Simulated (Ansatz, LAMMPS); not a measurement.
# Structural relaxation of amorphous polythiophene with methane (capped chains of 7 units), from a frame at 300 K (258 atoms), part 3 of 3

How does amorphous polythiophene with methane (capped chains of 7 units), from a frame at 300 K (258 atoms) relax, and what do bonds, charges and levels look like afterwards?

Ansatz 0.2.0; Kohn-Sham DFT, PBE+D4, PAW (set soft_2), plane waves.

The cell: 126 C, 28 S and 104 H. The network of contacts between molecules at the start is that of the classical potential that made the cell. Only the Γ point is sampled, in a cell whose shortest periodic width is 15 Å.

So far. Step 4 (Cell and atoms relaxed): The relaxation changed the energy by -38.4 meV/atom, and atoms moved by 0.72 Å r.m.s., 2.5 Å at most.

### Step 6. Single point at the relaxed geometry

The electronic structure is read at the final geometry, in a run of its own.

File input.yaml:

```yaml
crystal:
  lattice:
    - [14.58158, 0.47764, -0.56626]
    - [0.47764, 14.88875, 0.26576]
    - [-0.56626, 0.26576, 14.66917]
  atoms:
    - { symbol: C, position: [0.04586, 0.00648, 0.86227] }
    - { symbol: C, position: [0.11854, 0.96941, 0.9328] }
    - { symbol: C, position: [0.12136, 0.88969, 0.98357] }
    - { symbol: C, position: [0.20267, 0.87251, 0.04192] }
    - { symbol: C, position: [0.26354, 0.9396, 0.03654] }
    - { symbol: S, position: [0.21765, 0.02461, 0.95855] }
    - { symbol: C, position: [0.35413, 0.94412, 0.08144] }
    - { symbol: C, position: [0.40371, 0.01847, 0.10042] }
    - { symbol: C, position: [0.49219, 0.99672, 0.14377] }
    - { symbol: C, position: [0.51278, 0.90504, 0.15904] }
    - { symbol: S, position: [0.42021, 0.8459, 0.11717] }
    - { symbol: C, position: [0.59713, 0.85758, 0.19506] }
    - { symbol: C, position: [0.61401, 0.76706, 0.22073] }
    - { symbol: C, position: [0.70726, 0.74155, 0.24477] }
    - { symbol: C, position: [0.7641, 0.81245, 0.23909] }
    - { symbol: S, position: [0.69973, 0.91107, 0.20178] }
    - { symbol: C, position: [0.86219, 0.81191, 0.2565] }
    - { symbol: C, position: [0.92855, 0.74075, 0.2546] }
    - { symbol: C, position: [0.01946, 0.76692, 0.26582] }
    - { symbol: C, position: [0.02532, 0.85881, 0.27663] }
    - { symbol: S, position: [0.91533, 0.91143, 0.2768] }
    - { symbol: C, position: [0.10534, 0.90969, 0.28313] }
    - { symbol: C, position: [0.19716, 0.88092, 0.27726] }
    - { symbol: C, position: [0.25729, 0.95073, 0.28422] }
    - { symbol: C, position: [0.21318, 0.03454, 0.29557] }
    - { symbol: S, position: [0.09531, 0.02496, 0.29802] }
    - { symbol: C, position: [0.24964, 0.12097, 0.30488] }
    - { symbol: C, position: [0.20326, 0.20287, 0.31994] }
    - { symbol: C, position: [0.26019, 0.2755, 0.32351] }
    - { symbol: C, position: [0.35159, 0.25109, 0.31097] }
    - { symbol: S, position: [0.36598, 0.13602, 0.2954] }
    - { symbol: C, position: [0.42769, 0.30722, 0.30698] }
    [... 220 atom lines left out ...]
    - { symbol: H, position: [0.52648, 0.67443, 0.01152] }
    - { symbol: C, position: [0.98248, 0.41977, 0.19989] }
    - { symbol: H, position: [0.0186, 0.44666, 0.14341] }
    - { symbol: H, position: [0.0304, 0.37469, 0.24368] }
    - { symbol: H, position: [0.92532, 0.38223, 0.17234] }
    - { symbol: H, position: [0.95595, 0.47484, 0.24001] }
kpoints:
  mp_grid: { grid: [1, 1, 1] }
hamiltonian:
  xc: pbe
  dispersion: d4
scf:
  occupations: { method: fixed }
output:
  forces: true
  stress: true
  populations: true
  dos:
    method: { smearing: { sigma: 0.08 } }
    de: 0.1
    projected: { site_lists: { C: [C], H: [H], S: [S] } }
  eigenvalues: true
  write_density: true
  write_potential: true
  volumetric_format: npy
```

Started as:

```bash
ansatz run input.yaml --threads 4 --pin off --max-ram 8192MiB --backend cpu --events-out ev --progress --plain --runs-dir out
```

Numbers of over 12 decimals in the logs are rounded to 6 here.

Log:

```text
[...]
Crystal: 258 atoms, lattice volume = 3175.404 Å³
Basis set: ecut = 420 eV, 62073 PW (Γ), exchange–correlation on 200×200×200 points (8 copies of the dense FFT grid, shifted against one another)
Bands: 646, of which v1, the nominal top of the filled ones, is band 388 counted from 1 (387 counted from 0)
Symmetry: 1 space group operations
[...]
k-points: 1
[...]
SCF iter   1: F=—  HF=-58543.368397 eV  |F-HF|=—  |Δ(HF+E_count)|=         —  Δρ=6.26e-3  dr2=2.60e0  ethr=1.77e-3  ⟨swp⟩=5.0  Hψ=2313  notcnv=0  defer=255
[...]
SCF iter  11: F=-58542.754982 eV  HF=-58542.754982 eV  |F-HF|=8.54e-9  |Δ(HF+E_count)|=   3.21e-8  Δρ=6.13e-7  dr2=2.17e-8  ethr=1.29e-11  ⟨swp⟩=22.0  Hψ=6292  notcnv=0
SCF 1 converged in 11 iterations: F = -58542.754982 eV  dr2 = 2.17e-8
[...]
WARN: The input density's exchange-correlation potential varies sharply where the density is thin. Do not read a vacuum level from v_tot or v_xc, or from such a field of the output density. On a cell that repeats whose density bears no net charge and no dipole along the vacuum's axis use v_es (v_loc + v_h of the components); [...]
SCF converged after 11 iterations
Free energy (F): -58542.754982 eV
[...]
Internal energy: -58542.754982 eV  (E = F + TS)
E sigma→0 (E₀):  -58542.754982 eV
Fermi energy:    1.936622 eV
[...]
--- Forces (eV/Å), atoms counted from 1 ---
  atom   1  C      0.00476633     0.00275707     0.00382332
  atom   2  C     -0.00138585    -0.00191379    -0.00254945
  atom   3  C     -0.00083242     0.00283862    -0.00177639
  atom   4  C      0.00539315     0.00005754     0.00245074
  atom   5  C     -0.01037171     0.00398569    -0.00665100
  atom   6  S      0.00039632    -0.00462555     0.00312494
  atom   7  C      0.00662565    -0.00481063     0.00418424
  atom   8  C     -0.00519994     0.00724240    -0.00219681
  atom   9  C      0.00077405    -0.00010356    -0.00036637
  atom  10  C     -0.00058174    -0.00395850     0.00265718
  atom  11  S     -0.00062039     0.00462532     0.00014688
  atom  12  C      0.00319786     0.00371377    -0.00279898
  atom  13  C      0.00273731     0.00147063    -0.00082705
  atom  14  C     -0.00400465    -0.00629321     0.00387744
[...]
atom 257  H     -0.02219287    -0.02944816    -0.01225310
  atom 258  H     -0.00929614     0.03674051     0.01539680
  max |Σ_I F_I| component: 2.67e-5 eV/Å
--- Stress (GPa, compression-positive) ---
       -0.003706       0.000384      -0.004757
        0.000384       0.006261       0.005791
       -0.004757       0.005791       0.009271
  P = ⅓ Tr σ = 0.0039 GPa (0.039 kbar)
--- Band table (eV) ---
[...]
--- Löwdin populations: 258 sites ---
  site symbol       q [e]
     0      C      4.4514
     1      C      4.0756
     2      C      4.1628
[...]
257      H      0.8149
  spilling = 0.012356 (of n_electrons = 776.000000)
```

Elapsed: 33 s, on 4 threads of AMD EPYC 9R45, shared host; peak memory 4.9 GiB; 2.1 min of CPU time.

The program notes that the exchange-correlation potential is rough where the density is thin.

Numbers from this run:

- free energy: -58542.7550 eV
- free energy per atom: -226.9099 eV/atom
- SCF cycles: 11
- pressure: 0.003942 GPa
- r.m.s. force component: 0.00514 eV/Å
- longest force: 0.06856 eV/Å
- Fermi energy: 1.937 eV
- gap (highest filled to lowest empty level): 1.344 eV
- spilling of the projection: 0.01236

Löwdin charges by element and coordination (they lack the spilled electrons, 0.037 e an atom on average):

```
element  coordination  atoms  mean charge (e)  spread   least     most
      C           all    126           -0.174   0.135  -0.653  -0.0756
      C             3    112           -0.129  0.0281  -0.172  -0.0756
      C             4     14           -0.536  0.0977  -0.653   -0.448
      H           all    104            0.198  0.0069   0.179    0.212
      S           all     28            0.392   0.011   0.372    0.414
```

Density of states as counts of states in windows of 1 eV (from the Fermi level), total and the larger projections:

```
from (eV)  to (eV)  total   C p   S p   H s   C s
      -14      -13   34.1   9.9   0.5   2.4  12.6
      -13      -12   33.0   7.7   0.5   7.6  15.4
      -12      -11    9.4   5.0   0.1   0.6   2.9
      -11      -10   28.6  15.4   1.3   2.8   7.5
      -10       -9   32.4  16.7   3.3   4.0   6.1
       -9       -8   60.4  31.9   7.2   8.4   6.8
       -8       -7   21.5  13.6   2.5   2.7   2.0
       -7       -6   62.5  43.4   6.0   9.2   1.8
       -6       -5  121.3  84.5  10.9  21.1   1.8
       -5       -4  105.9  60.2  26.3  15.6   0.8
       -4       -3   36.0  16.1  15.4   1.9   0.5
       -3       -2   45.9  28.4  16.8   0.3   0.1
       -2       -1   39.1  23.4  15.0   0.4   0.0
       -1        0   18.1  16.6   1.0   0.3   0.0
        0        1    0.7   0.6   0.0   0.0   0.0
        1        2   14.4  10.6   3.1   0.2   0.1
        2        3   26.0  16.0   5.8   0.7   1.1
        3        4   57.2  24.8  13.6   4.0   4.7
        4        5   78.8  32.3   9.3   8.8   6.3
```

The curve was stored every 0.100 eV, coarse against its broadening of 0.08 eV, so these counts are rough.

With fixed occupations the program's Fermi level is the highest filled level; weight inside the gap is the broadening of levels at its edges.

Between -19 and -14 eV lie 127 more states.

The levels nearest the highest filled one (over half full), pooled over k-points and spins:

```
level less the highest filled one (eV)  occupation
                                -0.444           2
                                -0.375           2
                                -0.225           2
                                -0.137           2
                               -0.0982           2
                                     0           2
                                  1.34           0
                                  1.36           0
                                  1.38           0
                                  1.60           0
                                  1.77           0
                                  1.84           0
```

Electrostatic potential energy in the bc plane at fractional x = 0.250, with atoms of C and S and H within 0.2 Å of it. With pseudopotentials it is smooth inside the atoms' cores, unlike the true potential.

Values in eV, 13 rows by 16 columns, each cell a mean:
```
-27  -4   6   6   6   3 -22 -20   4   5 -24 -15   6   6   5  -2
  3   5   6   6   6   6 -10 -11   5   6   3   2   6   2   4   6
  6   6   6   6   5   6   6   6   6   6   5   5   5  -7 -19  -2
  6   6   6   6   6   5   6   6   6   6   6   5   6  -1 -15   0
  6   6  -4  -6   1   3   3   6   6   5   5   6   6   6   6   6
  4   5   3 -24 -14   4   6   6   4 -13 -10   5   6   5  -1  -1
  5   5   5  -5   4   6   7   6   0  -7   2   5   5   4  -6  -5
  6   6   6   5   5   5   6   6  -2 -17   2   6   6   6   6   6
 -7 -13 -17 -10 -29 -16   3   6  -1 -20  -1   5   6   4   0 -10
 -7  -7  -9   2  -1   4   6   6   0  -9  -5   5   3  -2  -7 -23
  6   6   6   6   6  -1   5   6   5 -16 -19   5   6   6   6   6
  6   6   6   6   6  -6 -11   6   6 -10 -26   3   4   0   1   0
 -5   3   6   6   6  -7 -18   4   6   4  -9   1   6   0 -15 -26
```
Columns run along b (14.9 Å; values clipped at the 3rd and 97th percentile), rows up along c (14.7 Å). Atoms in or near the plane, at fractional coordinates: C at (0.94, 0.04), C at (0.95, 0.28), C at (0.12, 0.30), C at (0.28, 0.32), C at (0.23, 0.58), S at (0.43, 0.92), H at (0.17, 0.62), C at (0.67, 0.95), C at (0.63, 0.11), C at (0.61, 0.20), C at (0.58, 0.37), H at (0.64, 0.55), C at (0.89, 0.76), H at (0.85, 0.83).

Valence density in the bc plane at fractional x = 0.250, with atoms of C and S and H within 0.2 Å of it. It is the smooth field of the valence electrons, not physical close to the nuclei.

Ten even steps from '0' (0.0 e/Å³) to '9' (1.9 e/Å³), each cell a mean:
```
5453100000000002465431000014896200000001124
4442100000000001353452000013685200000000012
1110000000000000245541000000122100000000000
0000000000000000011100000000000000002420000
0000000000000000000000000000000000013774320
0000000000000000000000000000000000003798652
0000000000000000000000000000000000002554210
0000000000000000010000000000000000000110000
0000001453321000110000000000000000000000000
0000001368873100000000011222100000000000000
0000000147863100000000013567510000000024421
0000000036410000000000124443100000000137951
0000000000000000000000134210000000000012321
0000000000000000000000135421000000000000000
0000001111122111000000137874100000000000000
2223455444677775100000136874210000000011122
7656899744577642000000122221110000012236888
4332343211111100000000123333210000122235776
1000000000000000000000013688520000000001111
0000000000000012100000001489510000000000000
0000000000000024420000001379620000000000000
0000000000000025752000000279841000122222321
2100000000000027973100000136641000013458874
5321000000000025763100000013552100001246776
```
Columns run along b (14.9 Å), rows up along c (14.7 Å). Atoms in or near the plane, at fractional coordinates: C at (0.94, 0.04), C at (0.95, 0.28), C at (0.12, 0.30), C at (0.28, 0.32), C at (0.23, 0.58), S at (0.43, 0.92), H at (0.17, 0.62), C at (0.67, 0.95), C at (0.63, 0.11), C at (0.61, 0.20), C at (0.58, 0.37), H at (0.64, 0.55), C at (0.89, 0.76), H at (0.85, 0.83).

Mean Löwdin charges: C -0.17, H +0.20, S +0.39 e (they miss 1.2 % of the electrons, so they add up to more than the cell's charge). The largest share in the top eV of filled states is C p (93 % of the projected weight), and in the lowest eV of empty states C p (77 % of the projected weight).

Local excerpt of 13 atoms (numbers count through the whole input) about S36, one of the 28 S atoms; x, y, z are measured from there.

```
atom      x      y      z  distance (Å)  bonds  Löwdin charge (e)
 S36   0.00   0.00   0.00          0.00      2               0.41
 C35   1.68   0.31  -0.28          1.73      3              -0.09
 C32   0.21  -1.72  -0.12          1.74      3              -0.12
 C34   2.37  -0.87  -0.43          2.56      3              -0.17
 C33   1.55  -2.02  -0.34          2.57      3              -0.17
 C30  -0.93  -2.59  -0.03          2.75      3              -0.11
 C37   2.18   1.71  -0.40          2.80      4              -0.45
 H52  -2.59  -1.25   0.41          2.90      1               0.20
H111   0.37  -0.19  -2.92          2.95      1               0.19
 H57   1.93   2.32   0.48          3.06      1               0.20
 H56   1.76   2.21  -1.28          3.10      1               0.19
 C29  -2.26  -2.27   0.21          3.21      3              -0.16
H110  -1.90  -1.34  -2.22          3.21      1               0.20
```

The column of bonds counts only the pairs C-C within 1.82 Å, C-H within 1.34 Å, C-S within 2.12 Å; other neighbours, such as metal atoms beside each other in a compound, aren't counted, and periodic images can show an atom twice.

### Step 7. Results

| Property | Result |
| --- | --- |
| energy change in the relaxation | -38.45 meV/atom |
| r.m.s. displacement | 0.716 Å |
| largest displacement | 2.493 Å |
| free energy per atom | -226.9099 eV/atom |
| pressure | 0.003942 GPa |
| r.m.s. force component | 0.00514 eV/Å |
| gap (highest filled to lowest empty level) | 1.344 eV |
| wall time of the 3 DFT runs | 17 min |

In words: Relaxation lowers the energy by 38.4 meV/atom and moves atoms by 0.72 Å r.m.s.; the r.m.s. force component goes from 0.86 to 0.0051 eV/Å, the pressure goes from 2.1 to 0.0039 GPa. Displacements are taken in the final cell, so they leave out its strain. By the final cutoffs no bond was broken or made. The cell shrank by 5.9 % in volume. First to last step the energy falls by 9.920 eV, across changes of basis; the largest move, 2.49 Å, is that of H247. The C-S bonds change most in mean length: from 1.727 Å (spread 0.029) to 1.739 Å (spread 0.004). By these cutoffs 89 % of C atoms have 3, all H atoms have 1 and all S atoms have 2 bonded neighbours. The highest filled and lowest empty levels differ by 1.34 eV (at Γ alone); a semilocal functional tends to put such gaps too low. It is the spacing of short capped chains, not of the long polymer. In a disordered cell it changes from sample to sample, and tail or defect levels can set it.

What to keep in mind: The network of contacts between molecules at the start is that of the classical potential that made the cell; in DFT atoms moved by 0.72 Å r.m.s.

[Logs are printed without paths, hosts, clocks, repeated set-up lines and the standing remarks that a program may print on its own settings, such as how far it seeks lower states.]

[Hosts, paths, dates, database ids (printed as entryN), source tags and the programs' standing remarks are cut or masked in the printed files.]
